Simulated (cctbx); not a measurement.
## Resonant diffraction in Ti3B6Ir20

Space group Fm-3m (no. 225), a = 11.3440 Å, b = 11.3440 Å, c = 11.3440 Å, α = 90.00°, β = 90.00°, γ = 90.00°.

```csv
atom,mult.,x,y,z,Ueq (Å²)
Ir1,48,0,0.8310,0.8310,0.0160
Ir2,32,0.3835,0.8835,0.8835,0.0183
Ti1,8,1/4,3/4,3/4,0.0301
Ti2,4,0,0,0,0.0224
B1,24,0.7284,0,0,0.0378
```

The model is made up (kin elements in a known structure type, no relaxation), so it says nothing on whether the phase exists.

Calculated with cctbx: free-atom f′ and f″ from the Sasaki tables, no fine structure; amplitudes in electrons.

```csv
E (eV),F 3 3 3,F 2 4 4,F 2 2 2,F 1 1 1
10615,2813.7,626.6,636.0,45.3
10965,2725.0,604.0,613.4,42.3
11095,2652.7,585.6,595.0,39.9
11155,2584.0,568.2,577.6,37.5
11185,2515.8,550.8,560.2,35.2
11200,2448.8,533.8,543.2,32.9
11207,2390.1,518.9,528.2,30.9
11211,2329.6,503.5,512.9,28.8
11219,2331.2,505.5,514.5,30.3
11223,2415.0,526.6,535.7,32.9
11230,2483.8,544.0,553.1,35.1
11245,2556.6,562.4,571.5,37.5
11275,2627.7,580.4,589.6,39.8
11365,2716.4,602.9,612.0,42.7
11615,2811.8,627.0,636.2,45.8
```

**Question.** Which edge is crossed, and why do the reflections move as they do?

The L3 edge of Ir. The edge is at 11215 eV. f′ of Ir falls from -12.1 e at 11095 eV to -18.5 e at 4 eV below it, and f″ steps from 3.86 to 10.19 e across it. Over that approach |F| changes by -12 % (3 3 3), -14 % (2 4 4), -14 % (2 2 2) and -28 % (1 1 1): a reflection falls where Ir scatters in phase with the total and rises where it scatters against it; it hardly moves where the Ir term is small or cancels by symmetry. Above the edge the larger f″ enters the imaginary part, where it can add to or cancel the other atoms' f″. The structure is centrosymmetric, so Friedel mates stay equal.

[Logs are printed without paths, hosts, clocks, repeated set-up lines and the standing remarks that a program may print on its own settings, such as how far it seeks lower states.]
